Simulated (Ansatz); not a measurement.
# Ti15Au (Au on 6 % of the Ti sites, one arrangement): core-level shifts, part 2 of 2

Aim: core-level shifts of both metals in Ti15Au (Au on 6 % of the Ti sites, one arrangement), site by site. Spin–orbit coupling is left out of the bands throughout.

Ansatz 0.2.0; DFT, PBE, plane-wave PAW, default files, scalar-relativistic.

So far: The starting structure; Relaxation.

In doubt: the core-hole state may not be the lowest (step 4), which bears on core levels.

## 3. Valence states

First the ground state, then the DOS by atom and shell, which the cross sections turn into spectra.

Input file input.yaml:

```yaml
crystal:
  lattice:
    - [-4.4130075033, 2.54785107, 4.653171177]
    - [-4.4130075033, 2.54785107, -4.653171177]
    - [-2.9420050022, -5.0957021399, 4.653171177]
  atoms:
    - { symbol: Ti, position: [0.8790469454, 0.6191467004, 0.7400997551] }
    - { symbol: Ti, position: [0.3731515327, 0.1340078325, 0.7608562998] }
    - { symbol: Ti, position: [0.2461143292, 0.7463815913, 0.5002672622] }
    - { symbol: Ti, position: [0.7463815913, 0.2461143292, 0.4997327378] }
    - { symbol: Ti, position: [0.6191467004, 0.8790469454, 0.2599002449] }
    - { symbol: Ti, position: [0.1340078325, 0.3731515327, 0.2391437002] }
    - { symbol: Ti, position: [0.5019518773, 0.5019518773, 0.0] }
    - { symbol: Au, position: [0.0010629348, 0.0010629348, 0.0] }
    - { symbol: Ti, position: [0.3290676885, 0.3290676885, 0.5] }
    - { symbol: Ti, position: [0.8290676885, 0.8290676885, 0.5] }
    - { symbol: Ti, position: [0.7064610826, 0.4602187574, 0.2490500295] }
    - { symbol: Ti, position: [0.2111687279, 0.955511112, 0.2490500295] }
    - { symbol: Ti, position: [0.0841930832, 0.5901147827, 0.0] }
    - { symbol: Ti, position: [0.5901147827, 0.0841930832, 0.0] }
    - { symbol: Ti, position: [0.955511112, 0.2111687279, 0.7509499705] }
    - { symbol: Ti, position: [0.4602187574, 0.7064610826, 0.7509499705] }
kpoints:
  mp_grid: { grid: [6, 6, 6] }
scf:
  occupations: { method: fermi_dirac, width: 0.08 }
  n_extra_bands: 16
hamiltonian:
  xc: pbe
  pseudopotentials: { kind: paw }
output:
  forces: true
  stress: true
  dos:
    projected: true
    de: 0.05
    e_range: [-30, 12]
    method: { smearing: { sigma: 0.1, scheme: gaussian } }
```

Run with:

```
> ansatz run input.yaml --threads 4 --pin off --max-ram 14336MiB --backend cpu --events-out ev --progress --plain --runs-dir out
```

Numbers of over 12 decimals in the logs are rounded to 6 here.

What it wrote:

```text
[...]
Crystal: 16 atoms, lattice volume = 279.034 Å³
Basis set: ecut = 420 eV, 5457 PW (Γ), exchange–correlation on 96×96×108 points (8 copies of the dense FFT grid, shifted against one another)
Bands: 116, of which v1, the nominal top of the filled ones, is band 100 counted from 1 (99 counted from 0)
Symmetry: 4 space group operations
[...]
k-points: 46 of 216 (time reversal used)
[...]
SCF iter   1: F=—  HF=-50645.310538 eV  |F-HF|=—  |Δ(HF+E_count)|=         —  Δρ=7.11e-3  dr2=2.64e-1  ethr=1.77e-3  ⟨swp⟩=8.4  Hψ=19794  notcnv=0
[...]
SCF iter   7: F=-50645.296084 eV  HF=-50645.296084 eV  |F-HF|=5.43e-8  |Δ(HF+E_count)|=   5.04e-8  Δρ=4.92e-6  dr2=8.52e-8  ethr=5.03e-11  ⟨swp⟩=7.3  Hψ=18677  notcnv=0
SCF 1 converged in 7 iterations: F = -50645.296084 eV  dr2 = 8.52e-8
[...]
SCF converged after 7 iterations
Free energy (F): -50645.296084 eV
[...]
Internal energy: -50644.859788 eV  (E = F + TS)
E sigma→0 (E₀):  -50645.077936 eV
Entropy (-TS):   -0.436296 eV (-27.269 meV/atom)
Fermi energy:    13.735711 eV
[...]
--- Forces (eV/Å), atoms counted from 1 ---
  atom   1  Ti     0.00104853    -0.00249348    -0.00000000
  atom   2  Ti     0.00299652     0.00166804     0.00000000
  atom   3  Ti     0.00727984    -0.01096993    -0.00000000
  atom   4  Ti     0.01314016    -0.00081956    -0.00000000
  atom   5  Ti     0.00268369     0.00033869    -0.00000000
  atom   6  Ti     0.00005370    -0.00342908     0.00000000
  atom   7  Ti    -0.00518862     0.00299565     0.00000000
  atom   8  Au    -0.00247299     0.00142778     0.00000000
  atom   9  Ti     0.00146832    -0.00084773     0.00000000
  atom  10  Ti     0.00146832    -0.00084773     0.00000000
  atom  11  Ti    -0.00366946    -0.00056639    -0.00132231
  atom  12  Ti    -0.00366946    -0.00056639     0.00132231
  atom  13  Ti    -0.00625199     0.00360959     0.00230394
  atom  14  Ti    -0.00625199     0.00360959    -0.00230394
  atom  15  Ti    -0.00134422     0.00346104    -0.00132231
  atom  16  Ti    -0.00134422     0.00346104     0.00132231
  max |Σ_I F_I| component: 5.39e-5 eV/Å
--- Stress (GPa, compression-positive) ---
       -1.153032       0.140627      -0.000000
        0.140627      -0.990651       0.000000
       -0.000000       0.000000       0.267619
  P = ⅓ Tr σ = -0.6254 GPa (-6.254 kbar)
--- Band table (eV; the first three rows and the last of 46) ---
  k-point 0: bands = [... 96 lower, 13.3745, 13.5976, 13.6518, 13.8106, 13.9361, 14.0075, 14.0106, 14.0196, ... 12 higher]
  k-point 1: bands = [... 96 lower, 13.4143, 13.5908, 13.6997, 13.8629, 13.9361, 13.9759, 14.1061, 14.1406, ... 12 higher]
  k-point 2: bands = [... 96 lower, 13.4763, 13.5825, 13.6642, 13.6991, 13.9209, 14.0660, 14.0771, 14.1454, ... 12 higher]
  k-point 45: bands = [... 96 lower, 13.2267, 13.5575, 13.7004, 13.7377, 13.7450, 13.8260, 13.8536, 13.8770, ... 12 higher]
```

Wall time 68 s (4 threads of Arm Neoverse V1, shared host); peak memory 1.7 GiB; 4.5 min of CPU time.

Numbers from this step:

* free energy: -50645.2961 eV
* energy at zero smearing: -50645.0779 eV
* smearing term TS: 0.4363 eV
* pressure: -0.6254 GPa
* zero of energy: Fermi level
* share of occupied states in no projected shell: 0.0319 of the occupied states in the window
* DOS at the Fermi level: 20.20 states/eV/cell

* holds the states left over by the projection beside any projected weight of its own, shared among the starred shells. DOS against E, zero at the Fermi level; read off at these points; values in states/eV/cell:

| E (eV) | total | Ti 3d | Ti 4s | Au 5d | Ti 4p* | Au 6s | Au 6p* |
| --- | --- | --- | --- | --- | --- | --- | --- |
| -8.38 | 0 | 0 | 0 | 0 | 0 | 0 | 0 |
| -7.97 | 0 | 0 | 0 | 0 | 0 | 0 | 0 |
| -7.67 | 0 | 0 | 0 | 0 | 0 | 0 | 0 |
| -7.28 | 0 | 0 | 0 | 0 | 0 | 0 | 0 |
| -6.97 | 0 | 0 | 2.1e-5 | 0 | 0 | 5.1e-6 | 0 |
| -6.58 | 0.623 | 0.0165 | 0.476 | 2.6e-4 | 0.00407 | 0.126 | 1.3e-4 |
| -6.28 | 1.62 | 0.0613 | 1.14 | 0.00339 | 0.0202 | 0.396 | 4.2e-4 |
| -5.97 | 3.65 | 0.231 | 2.13 | 0.0278 | 0.0683 | 1.20 | 7.8e-4 |
| -5.88 | 3.62 | 0.267 | 1.95 | 0.0307 | 0.0729 | 1.30 | 6.9e-4 |
| -5.58 | 0.262 | 0.0259 | 0.117 | 0.00154 | 0.00583 | 0.112 | 4.4e-5 |
| -5.17 | 19.3 | 1.38 | 1.43 | 16.3 | 0.106 | 0.0441 | 0.00350 |
| -5.08 | 44.4 | 3.17 | 2.81 | 38.0 | 0.241 | 0.0989 | 0.00830 |
| -4.78 | 2.30 | 0.130 | 1.66 | 0.374 | 0.0437 | 0.0903 | 0.00338 |
| -4.47 | 4.49 | 0.445 | 3.21 | 0.262 | 0.0991 | 0.465 | 0.00680 |
| -4.08 | 2.35 | 0.289 | 1.73 | 0.124 | 0.0588 | 0.148 | 0.00359 |
| -3.77 | 2.84 | 0.451 | 2.05 | 0.134 | 0.0739 | 0.124 | 0.00409 |
| -3.38 | 3.90 | 0.864 | 2.71 | 0.115 | 0.108 | 0.0925 | 0.00611 |
| -3.08 | 5.21 | 1.61 | 3.23 | 0.0914 | 0.144 | 0.118 | 0.00921 |
| -2.67 | 7.59 | 3.47 | 3.73 | 0.111 | 0.203 | 0.0683 | 0.0125 |
| -2.27 | 14.8 | 9.75 | 4.34 | 0.285 | 0.342 | 0.0488 | 0.0201 |
| -1.98 | 18.4 | 14.0 | 3.69 | 0.200 | 0.504 | 0.0404 | 0.0307 |
| -1.57 | 16.3 | 13.9 | 1.55 | 0.173 | 0.620 | 0.0287 | 0.0401 |
| -1.27 | 22.0 | 19.5 | 1.23 | 0.284 | 0.885 | 0.0231 | 0.0553 |
| -0.88 | 25.4 | 22.1 | 1.35 | 0.177 | 1.63 | 0.0375 | 0.104 |
| -0.78 | 25.5 | 22.2 | 1.29 | 0.149 | 1.71 | 0.0477 | 0.109 |
| -0.57 | 22.6 | 19.8 | 1.02 | 0.190 | 1.39 | 0.0440 | 0.0875 |
| -0.17 | 17.8 | 15.7 | 0.700 | 0.219 | 1.08 | 0.0308 | 0.0698 |
| 0.03 | 20.1 | 17.8 | 0.794 | 0.189 | 1.24 | 0.0378 | 0.0808 |
| 0.12 | 21.6 | 19.3 | 0.737 | 0.134 | 1.23 | 0.0390 | 0.0804 |
| 0.53 | 32.8 | 29.7 | 1.11 | 0.110 | 1.67 | 0.0480 | 0.108 |

Sums over each group's atoms; a table of it gives point samples, which can step over narrow peaks. Table of DOS of the group by E, zero at the Fermi level; 7 of 16 lines; values in states/eV:

| E (eV) | Ti11: Ti 3d | Au8: Au 5d | Ti13: Ti 3d | Ti9: Ti 3d | Ti3: Ti 3d | Ti1: Ti 3d | Ti2: Ti 3d |
| --- | --- | --- | --- | --- | --- | --- | --- |
| -8.32 | 0 | 0 | 0 | 0 | 0 | 0 | 0 |
| -7.92 | 0 | 0 | 0 | 0 | 0 | 0 | 0 |
| -7.53 | 0 | 0 | 0 | 0 | 0 | 0 | 0 |
| -6.92 | 0 | 0 | 6.1e-6 | 0 | 0 | 0 | 3.3e-6 |
| -6.53 | 0.00622 | 3.9e-4 | 0.00447 | 5.0e-4 | 0.00254 | 0.00256 | 0.00265 |
| -6.12 | 0.0333 | 0.00960 | 0.0210 | 0.00449 | 0.0138 | 0.0133 | 0.0141 |
| -5.72 | 0.0589 | 0.0164 | 0.0256 | 0.0102 | 0.0272 | 0.0248 | 0.0274 |
| -5.33 | 0.0403 | 1.09 | 0.0235 | 0.00213 | 0.00826 | 0.00824 | 0.00910 |
| -4.72 | 0.0478 | 0.332 | 0.0295 | 0.0146 | 0.0260 | 0.0250 | 0.0254 |
| -4.33 | 0.0875 | 0.0807 | 0.0537 | 0.0239 | 0.0384 | 0.0401 | 0.0397 |
| -3.92 | 0.104 | 0.165 | 0.0648 | 0.0307 | 0.0512 | 0.0475 | 0.0500 |
| -3.52 | 0.221 | 0.148 | 0.128 | 0.0678 | 0.116 | 0.0995 | 0.107 |
| -3.12 | 0.430 | 0.0900 | 0.212 | 0.146 | 0.211 | 0.225 | 0.215 |
| -2.52 | 1.36 | 0.149 | 0.589 | 0.644 | 0.672 | 0.656 | 0.678 |
| -2.12 | 3.00 | 0.262 | 1.68 | 1.81 | 1.36 | 1.44 | 1.43 |
| -1.73 | 3.74 | 0.156 | 1.50 | 2.26 | 2.06 | 1.92 | 1.90 |
| -1.32 | 4.81 | 0.279 | 2.46 | 2.76 | 2.35 | 2.57 | 2.35 |
| -0.93 | 5.37 | 0.194 | 2.71 | 2.98 | 2.89 | 2.85 | 2.71 |
| -0.33 | 4.75 | 0.231 | 2.30 | 1.94 | 2.47 | 2.64 | 2.52 |
| 0.07 | 5.43 | 0.162 | 2.78 | 2.41 | 2.42 | 2.24 | 2.35 |
| 0.47 | 8.75 | 0.104 | 4.36 | 3.63 | 3.58 | 3.45 | 3.25 |

This run's widths, added to any smearing of the DOS itself: Gaussian 0.3 eV, Lorentzian 0.05 eV plus 0.08 an eV of depth. Table of intensity by binding energy, zero at the Fermi level; values in % of the maximum within 13 eV:

| binding energy (eV) | 21.2 eV | 40.8 eV | 100 eV | 1486.7 eV | 9251.7 eV |
| --- | --- | --- | --- | --- | --- |
| -1.0 | 1.21 | 1.27 | 1.17 | 0.343 | 0.310 |
| -0.5 | 2.54 | 2.63 | 2.50 | 0.528 | 0.433 |
| 0.0 | 44.4 | 44.6 | 44.3 | 4.99 | 2.69 |
| 0.5 | 94.1 | 94.3 | 94.1 | 9.97 | 5.11 |
| 1.0 | 96.3 | 96.5 | 96.2 | 10.5 | 5.69 |
| 1.5 | 75.3 | 75.7 | 75.1 | 9.68 | 6.40 |
| 2.0 | 58.8 | 59.2 | 58.5 | 10.5 | 9.22 |
| 2.5 | 30.2 | 30.7 | 29.8 | 9.15 | 9.89 |
| 3.0 | 14.1 | 14.7 | 13.6 | 7.79 | 9.49 |
| 3.5 | 8.09 | 9.26 | 7.31 | 7.84 | 9.54 |
| 4.0 | 6.86 | 9.33 | 5.51 | 10.2 | 11.9 |
| 4.5 | 13.4 | 21.8 | 9.22 | 26.2 | 28.0 |
| 5.0 | 45.0 | 80.1 | 28.4 | 96.3 | 96.4 |
| 5.5 | 16.5 | 28.8 | 10.6 | 34.8 | 36.1 |
| 6.0 | 4.89 | 7.59 | 3.44 | 9.92 | 12.7 |
| 6.5 | 2.20 | 3.32 | 1.59 | 4.36 | 5.63 |
| 7.0 | 1.16 | 1.79 | 0.833 | 2.15 | 2.53 |
| 7.5 | 0.740 | 1.15 | 0.537 | 1.30 | 1.45 |
| 8.0 | 0.526 | 0.808 | 0.387 | 0.883 | 0.968 |

Maxima picked by a test of local sharpness, so broad peaks and shoulders can be missing; peaks within 0.45 eV of a curve's cut are left out. Valence peaks, by row:

| photon energy (eV) | binding energy (eV) | height (% of the maximum within 13 eV) | main shell | its share (%) |
| --- | --- | --- | --- | --- |
| 21.2 | 5.05 | 46.66 | Au 5d | 89.06 |
| 21.2 | 0.8 | 100 | Ti 3d | 98.19 |
| 40.8 | 5.05 | 83.19 | Au 5d | 94.11 |
| 40.8 | 0.8 | 100 | Ti 3d | 97.77 |
| 100 | 5.05 | 29.46 | Au 5d | 82.81 |
| 100 | 0.8 | 100 | Ti 3d | 98.8 |
| 1487 | 5.05 | 100 | Au 5d | 97.76 |
| 1487 | 2.1 | 10.7 | Ti 4s | 41.13 |
| 9252 | 5.05 | 100 | Au 5d | 96.58 |
| 9252 | 2.25 | 10.2 | Ti 4s | 66.03 |

Shapes are the site's partial DOS without matrix elements, which overweights lines from ligand s bands. Intensity against emission energy less the core level's binding energy, zero at the Fermi level; read off at these points; values in % of the unpolarised maximum:

| emission energy less the core level's binding energy (eV) | Ti L-alpha | Au L-beta5 |
| --- | --- | --- |
| -8.25 | 0.323 | 45.4 |
| -8.00 | 0.356 | 49.4 |
| -7.75 | 0.396 | 53.8 |
| -7.50 | 0.447 | 58.5 |
| -7.25 | 0.512 | 63.6 |
| -7.00 | 0.602 | 68.9 |
| -6.75 | 0.735 | 74.4 |
| -6.50 | 0.931 | 79.8 |
| -6.25 | 1.21 | 85.1 |
| -6.00 | 1.56 | 89.9 |
| -5.75 | 2.03 | 94.1 |
| -5.50 | 2.83 | 97.3 |
| -5.25 | 3.92 | 99.3 |
| -5.00 | 4.51 | 100.0 |
| -4.75 | 4.25 | 99.3 |
| -4.50 | 3.89 | 97.4 |
| -4.25 | 3.96 | 94.4 |
| -4.00 | 4.54 | 90.6 |
| -3.75 | 5.73 | 86.1 |
| -3.50 | 7.72 | 81.2 |
| -3.25 | 10.8 | 76.2 |
| -3.00 | 15.6 | 71.3 |
| -2.75 | 22.7 | 66.5 |
| -2.50 | 33.3 | 61.9 |
| -2.25 | 46.6 | 57.6 |
| -2.00 | 59.5 | 53.6 |
| -1.75 | 70.0 | 49.9 |
| -1.50 | 80.1 | 46.4 |
| -1.25 | 90.4 | 43.2 |
| -1.00 | 97.9 | 40.2 |
| -0.75 | 99.6 | 37.5 |
| -0.50 | 93.1 | 34.9 |
| -0.25 | 76.1 | 32.5 |
| 0.00 | 48.2 | 30.2 |
| 0.25 | 21.8 | 28.2 |
| 0.50 | 9.02 | 26.2 |
| 0.75 | 4.87 | 24.4 |
| 1.00 | 3.28 | 22.8 |
| 1.25 | 2.43 | 21.2 |

Shapes are the site's partial DOS without matrix elements, which overweights lines from ligand s bands. Emission peaks, by row:

| line | energy (eV) | height (%) |
| --- | --- | --- |
| Ti L-alpha | -0.8 | 100 |
| Au L-beta5 | -5 | 100 |

The spectra weight each projected shell by its atomic cross section (Dirac–Hartree–Slater) and angular factor, for linear light with the analyser at 10° from the polarisation. Broadening, on top of any smearing of the DOS itself: a Gaussian of 0.3 eV and a Lorentzian of 0.05 eV plus 0.08 times the binding energy (full widths), Fermi edge at 20 K. Curves are cut 10 eV under the photon energy, above any shell that the free atom's threshold puts out of reach, or at the lower edge of the window: 8.4 eV at 21.2 eV, 8.4 eV at 40.8 eV, 8.4 eV at 100 eV, 8.4 eV at 1486.7 eV and 8.4 eV at 9251.7 eV. A star in tables and legends marks shells that hold the states left over by the projection (3.2 % of the filled ones), a stand-in for orbitals that the files don't project on. Dipole terms alone, which is rough above 3 keV; no background, satellites or final-state effects.

How the area divides among the shells (%):

| shell | 21.2 eV | 40.8 eV | 100 eV | 1486.7 eV | 9251.7 eV |
| --- | --- | --- | --- | --- | --- |
| Ti 4s | 1.9 | 1.3 | 1.9 | 12.6 | 18.6 |
| Ti 3d | 81.6 | 71.9 | 87.8 | 10.0 | 0.3 |
| Au 6s | 0.1 | 0.0 | 0.0 | 1.3 | 5.2 |
| Au 5d | 16.1 | 26.8 | 10.1 | 75.6 | 75.5 |

The largest force component on a free atom is 0.013 eV/Å, so the atoms are at rest for these settings too. At the Fermi level the DOS is 20.20 states/eV a cell, and on the broadened curves Ti 3d holds 88 % of the total there.

## 4. Core levels by total-energy differences

XPS shifts tell sites apart. Each chosen atom gets a core hole in a self-consistent pass of its own.

input.yaml: that of step 3 with these lines changed.

```diff
@@ -9,7 +9,7 @@
     - { symbol: Ti, position: [0.2461143292, 0.7463815913, 0.5002672622] }
-    - { symbol: Ti, position: [0.7463815913, 0.2461143292, 0.4997327378] }
-    - { symbol: Ti, position: [0.6191467004, 0.8790469454, 0.2599002449] }
+    - { symbol: Ti_h, position: [0.7463815913, 0.2461143292, 0.4997327378] }
+    - { symbol: Ti_h, position: [0.6191467004, 0.8790469454, 0.2599002449] }
     - { symbol: Ti, position: [0.1340078325, 0.3731515327, 0.2391437002] }
     - { symbol: Ti, position: [0.5019518773, 0.5019518773, 0.0] }
-    - { symbol: Au, position: [0.0010629348, 0.0010629348, 0.0] }
+    - { symbol: Au_h, position: [0.0010629348, 0.0010629348, 0.0] }
     - { symbol: Ti, position: [0.3290676885, 0.3290676885, 0.5] }
@@ -21,3 +21,3 @@
     - { symbol: Ti, position: [0.955511112, 0.2111687279, 0.7509499705] }
-    - { symbol: Ti, position: [0.4602187574, 0.7064610826, 0.7509499705] }
+    - { symbol: Ti_h, position: [0.4602187574, 0.7064610826, 0.7509499705] }
 kpoints:
@@ -32,7 +32,5 @@
   forces: true
-  stress: true
-  dos:
-    projected: true
-    de: 0.05
-    e_range: [-30, 12]
-    method: { smearing: { sigma: 0.1, scheme: gaussian } }
+  core_levels:
+    shells: { Ti_h: "2p", Au_h: "4f" }
+    counted_from: fermi_level
+    add_spin: false
```

What it wrote:

```text
[...]
Crystal: 16 atoms, lattice volume = 279.034 Å³
Basis set: ecut = 420 eV, 5457 PW (Γ), exchange–correlation on 96×96×108 points (8 copies of the dense FFT grid, shifted against one another)
Bands: 116, of which v1, the nominal top of the filled ones, is band 100 counted from 1 (99 counted from 0)
Symmetry: 1 space group operations
[...]
k-points: 112 of 216 (time reversal used)
[...]
SCF iter   1: F=—  HF=-50645.309533 eV  |F-HF|=—  |Δ(HF+E_count)|=         —  Δρ=7.11e-3  dr2=2.63e-1  ethr=1.77e-3  ⟨swp⟩=8.3  Hψ=47543  notcnv=0
[...]
SCF iter   7: F=-50645.296084 eV  HF=-50645.296084 eV  |F-HF|=5.59e-8  |Δ(HF+E_count)|=   5.27e-8  Δρ=4.98e-6  dr2=8.77e-8  ethr=5.03e-11  ⟨swp⟩=7.3  Hψ=45486  notcnv=0
SCF 1 converged in 7 iterations: F = -50645.296084 eV  dr2 = 8.77e-8
[...]
── core hole 1/4: 2p of Ti_h 3 ──
── 2p of Ti_h 3: 453.890 eV over the cell without the hole, in 11 iterations ──
── core hole 2/4: 2p of Ti_h 4 ──
── 2p of Ti_h 4: 453.870 eV over the cell without the hole, in 11 iterations ──
── core hole 3/4: 4f of Au_h 7 ──
── 4f of Au_h 7: 85.444 eV over the cell without the hole, in 12 iterations ──
── core hole 4/4: 2p of Ti_h 15 ──
── 2p of Ti_h 15: 453.895 eV over the cell without the hole, in 11 iterations ──
SCF converged after 7 iterations
Free energy (F): -50645.296084 eV
[...]
Internal energy: -50644.859788 eV  (E = F + TS)
E sigma→0 (E₀):  -50645.077936 eV
Entropy (-TS):   -0.436296 eV (-27.269 meV/atom)
Fermi energy:    13.735711 eV
[...]
--- Forces (eV/Å), atoms counted from 1 ---
  atom   1  Ti       0.00105355    -0.00249360     0.00000078
  atom   2  Ti       0.00299581     0.00165971    -0.00000091
  atom   3  Ti       0.00727796    -0.01096785    -0.00000031
  atom   4  Ti_h     0.01312822    -0.00081283    -0.00000041
  atom   5  Ti_h     0.00268567     0.00034165    -0.00000037
  atom   6  Ti       0.00005935    -0.00343067     0.00000071
  atom   7  Ti      -0.00518592     0.00299556     0.00000039
  atom   8  Au_h    -0.00246805     0.00142893     0.00000034
  atom   9  Ti       0.00146442    -0.00084503    -0.00000401
  atom  10  Ti       0.00146415    -0.00084453     0.00000425
  atom  11  Ti      -0.00366928    -0.00056860    -0.00131456
  atom  12  Ti      -0.00367041    -0.00056876     0.00131433
  atom  13  Ti      -0.00624837     0.00360753     0.00230466
  atom  14  Ti      -0.00624997     0.00360635    -0.00230458
  atom  15  Ti      -0.00134172     0.00346238    -0.00132354
  atom  16  Ti_h    -0.00134175     0.00346181     0.00132396
  max |Σ_I F_I| component: 4.63e-5 eV/Å
--- Band table (eV; the first three rows and the last of 112) ---
  k-point 0: bands = [... 96 lower, 13.3745, 13.5976, 13.6518, 13.8106, 13.9361, 14.0075, 14.0106, 14.0196, ... 12 higher]
  k-point 1: bands = [... 96 lower, 13.4143, 13.5908, 13.6997, 13.8629, 13.9361, 13.9759, 14.1061, 14.1406, ... 12 higher]
  k-point 2: bands = [... 96 lower, 13.4763, 13.5825, 13.6642, 13.6991, 13.9209, 14.0660, 14.0771, 14.1454, ... 12 higher]
  k-point 111: bands = [... 96 lower, 13.2267, 13.5575, 13.7004, 13.7377, 13.7450, 13.8260, 13.8536, 13.8770, ... 12 higher]
--- Core levels from the Fermi level (as output.core_levels.counted_from types it; a hole's nearest image at 6.9 Å) ---
  the holes have no spin, as output.core_levels.add_spin types it
  atom         alike  shell      binding/eV   shift/eV difference/eV images/eV   SCF
  Ti_h 3           1     2p         453.890     +0.000       453.890         –    11
  Ti_h 4           1     2p         453.870     -0.020       453.870         –    11
  Au_h 7           1     4f          85.444     +0.000        85.444         –    12
  Ti_h 15          1     2p         453.895     +0.005       453.895         –    11
  the dataset of Ti_h with a 2p hole: scattering error 0.003 eV; free atom: scalar-relativistic, large and small components
  the two lines of Ti_h's 2p: 2p1/2 +3.743 eV and 2p3/2 -1.871 eV off its levels, 1 : 2 in strength
  the dataset of Au_h with a 4f hole: scattering error 0.003 eV; free atom: scalar-relativistic, large and small components
  the two lines of Au_h's 4f: 4f5/2 +2.084 eV and 4f7/2 -1.563 eV off its levels, 3 : 4 in strength
```

Run time: 20 min. Hardware: 4 threads; peak memory 2.8 GiB.

Numbers from this step:

* symmetry operations: 1

Each level is the free energy with the hole less that without it. The electron goes to the Fermi level, so the difference is a binding energy from E_F. The hole's nearest image is 6.9 Å away, and the holes carry no spin, so absolute levels are rough.

| atom | region | shell | level (eV) | shift (eV) | j lines (eV) | doubts |
| --- | --- | --- | --- | --- | --- | --- |
| Ti4 | - | 2p | 453.89 | -0.01 | 457.63 / 452.02 | - |
| Ti5 | - | 2p | 453.87 | -0.03 | 457.61 / 452.00 | - |
| Au8 | - | 4f | 85.44 | - | 87.53 / 83.88 | - |
| Ti16 | - | 2p | 453.90 | +0.00 | 457.64 / 452.02 | - |

Levels of p, d and f shells are means over their two j lines, weighted by degeneracy; the splitting comes from the atom's own solve. Shifts count from the last listed atom of each element.

The Ti 2p lines of the listed atoms alone (other atoms of the cell aren't counted), as Gaussians 0.8 eV wide, no depth weighting. Intensity against Ti 2p level; read off at these points:

| Ti 2p level (eV) | intensity (%) |
| --- | --- |
| 450.50 | 0.00497 |
| 451.00 | 1.18 |
| 451.50 | 32.0 |
| 452.00 | 99.8 |
| 452.50 | 36.0 |
| 453.00 | 1.49 |
| 453.50 | 0.00706 |
| 454.00 | 0 |
| 454.50 | 0 |
| 455.00 | 0 |
| 455.50 | 0 |
| 456.00 | 5.3e-4 |
| 456.50 | 0.204 |
| 457.00 | 9.09 |
| 457.50 | 46.5 |
| 457.62 | 50.0 |
| 458.00 | 27.5 |
| 458.50 | 1.87 |
| 459.00 | 0.0146 |

## 5. Summary of results

```json
{
 "spread of the Ti level over the listed sites": "0.03 eV",
 "strongest listed peak within 13 eV of the zero, at 1486.7 eV": "5.0 eV binding, mostly Au 5d",
 "strongest listed peak within 13 eV of the zero, at 21.2 eV": "0.8 eV binding, mostly Ti 3d",
 "Ti 3d centre of the filled part": "-1.31 eV (3.0 states an atom)",
 "Au 5d centre of the filled part": "-4.80 eV (9.5 states an atom)"
}
```

Over the listed sites the core levels spread as follows: Ti 0.03 eV. Semilocal functionals put filled localised shells such as Au 5d too near the top of the filled states. Spin–orbit coupling is left out, which matters for the heavy atoms here. Shifts mix charge transfer, volume and screening, so their sign doesn't give the direction of charge flow by itself.

[Logs are printed without paths, hosts, clocks, repeated set-up lines and the standing remarks that a program may print on its own settings, such as how far it seeks lower states.]

[Hosts, paths, dates, database ids (printed as entryN), source tags and the programs' standing remarks are cut or masked in the printed files.]

[Maps of the electrostatic potential energy from Ansatz leave out the sawtooth potential of an applied field or a dipole correction, so their vacuum need not be flat; work functions include it.]
